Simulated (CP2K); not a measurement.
Consider acetyl chloride at its PBE geometry (Å).

```xyz
7

C    -0.6700   -0.1879   -0.0376
C     0.6983    0.4245   -0.0568
Cl    1.9555   -0.6883    0.6552
O     1.0146    1.5024   -0.4714
H    -0.9451   -0.4545    0.9909
H    -0.6618   -1.1173   -0.6224
H    -1.3914    0.5210   -0.4578
```

Method: CP2K XAS_TDP, all-electron GAPW, PBEh(45%), aug-pc-1, TDA, GW2X-corrected core level, no relativity.

Question: Predict the bright core excitations at the C K edge.

Leading lines: C1 290.43 eV and C2 288.99 eV. The leading line of an atom is its first one with 35 % of the strongest within 2.5 eV of its lowest line over the strength cut. Core ionisation energies at this level: C1 292.95 and C2 296.57 eV.

The first six lines of each atom with a strength over 0.0015:

```tsv
atom	energy (eV)	states	strength, one atom	above the computed threshold
C1 (bonded to C and 3 H)	290.43	1	0.0190	
	290.48	1	0.0039	
	291.38	1	0.0286	
	291.39	1	0.0272	
	292.68	1	0.0049	
	292.75	1	0.0071	
C2 (bonded to C, Cl and O)	288.99	1	0.0764	
	291.81	1	0.0580	
	295.75	1	0.0044	
	296.59	1	0.0029	yes
	296.67	1	0.0043	yes
	296.75	1	0.0023	yes
```

Lines are vertical, at one geometry, with no vibrational structure. GW2X ionisation energies and lines can be off by 1 to 2 eV either way, and a good line position may hide errors that cancel. These values hold no scalar relativity, about 0.1 eV for C 1s. Rydberg lines, and the discretised continuum above threshold, depend on the basis and the box.

[Banner, clock and machine lines of the logs are left out without a mark of their own.]

[Logs are printed without paths, hosts, clocks, repeated set-up lines and the standing remarks that a program may print on its own settings, such as how far it seeks lower states.]

[Hosts, paths, dates, database ids (printed as entryN), source tags and the programs' standing remarks are cut or masked in the printed files.]
